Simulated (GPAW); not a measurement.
The O K edge of atom 3 in SrNbO3 (Pm-3m), with 2 Nb at 2.03 Å (linear, site symmetry 4/mmm), was computed in 2 ways: excited-electron core hole (neutral cell) and no core hole. Program and functional: GPAW, LDA, Gaussian full width 0.9 eV up to 4 eV, rising linearly to 3.5 eV at 25 eV; cells of 5 and 10 atoms (the run without a hole in the smaller).

Each run is counted from its own lowest empty level or Fermi level and scaled to a mean of 1 over its first 20 eV.

```tsv
E (eV)	run 1	run 2
-2.0	0.00	0.00
-1.4	0.00	0.00
-0.8	0.04	0.01
-0.2	0.73	0.10
0.4	1.97	0.84
1.0	1.18	1.66
1.6	0.61	1.29
2.2	0.97	0.60
2.8	1.94	0.66
3.4	2.02	1.40
4.0	1.80	1.77
4.6	1.31	1.92
5.2	1.02	1.98
5.8	1.27	1.38
6.4	1.30	1.38
7.0	1.16	1.31
7.6	0.97	0.95
8.2	0.88	0.79
8.8	0.94	0.79
9.4	1.10	0.79
10.0	1.15	0.97
10.6	1.02	1.27
11.2	0.80	1.32
11.8	0.63	1.07
12.4	0.53	0.79
13.0	0.47	0.64
13.6	0.49	0.56
14.2	0.60	0.52
14.8	0.77	0.55
15.4	0.90	0.65
16.0	0.97	0.77
16.6	0.95	0.86
17.2	0.87	0.88
17.8	0.76	0.82
18.4	0.66	0.73
19.0	0.56	0.65
19.6	0.49	0.57
20.2	0.44	0.49
20.8	0.42	0.42
21.4	0.41	0.37
22.0	0.43	0.33
22.6	0.47	0.32
23.2	0.53	0.34
23.8	0.59	0.37
24.4	0.67	0.41
25.0	0.75	0.45
25.6	0.83	0.50
26.2	0.91	0.56
26.8	0.99	0.62
27.4	1.06	0.68
28.0	1.13	0.76
28.6	1.19	0.84
29.2	1.23	0.92
29.8	1.25	0.99
30.4	1.22	1.05
31.0	1.16	1.07
31.6	1.08	1.04
```

**Question.** Which run is which?

Run 1: excited-electron core hole (neutral cell) (area from −2 to 6 eV 8.8, main maxima 0.4 eV (1.97), 3.1 eV (2.13), 6.1 eV (1.33) and 9.9 eV (1.16)). Run 2: no core hole (area from −2 to 6 eV 8.0, main maxima 1.1 eV (1.68), 5.0 eV (2.06), 6.6 eV (1.42) and 11.0 eV (1.34)). With each curve scaled to its own mean, the area from −2 to 6 eV with the hole is 8.8 against 8.0, and the centre of weight from −1 to 20 eV moves by -0.5 eV (first and strongest maxima below 20 eV: 1.1 eV (1.68), 5.0 eV (2.06) and 6.6 eV (1.42) without the hole, 0.4 eV (1.97), 3.1 eV (2.13) and 6.1 eV (1.33) with it); the shape changes all the same, by 42 % r.m.s.

[Banner, clock and machine lines of the logs are left out without a mark of their own.]

[Logs are printed without paths, hosts, clocks, repeated set-up lines and the standing remarks that a program may print on its own settings, such as how far it seeks lower states.]

[Hosts, paths, dates, database ids (printed as entryN), source tags and the programs' standing remarks are cut or masked in the printed files.]

[Lists of maxima count a maximum above −3 eV only where it reaches 4 % of the highest in the window and stands out from its surroundings by 2 % of it (1.5 % where it reaches 55 %); shoulders and weaker maxima are passed over, and of the rest the first, up to two pre-edge ones and the few strongest are named.]
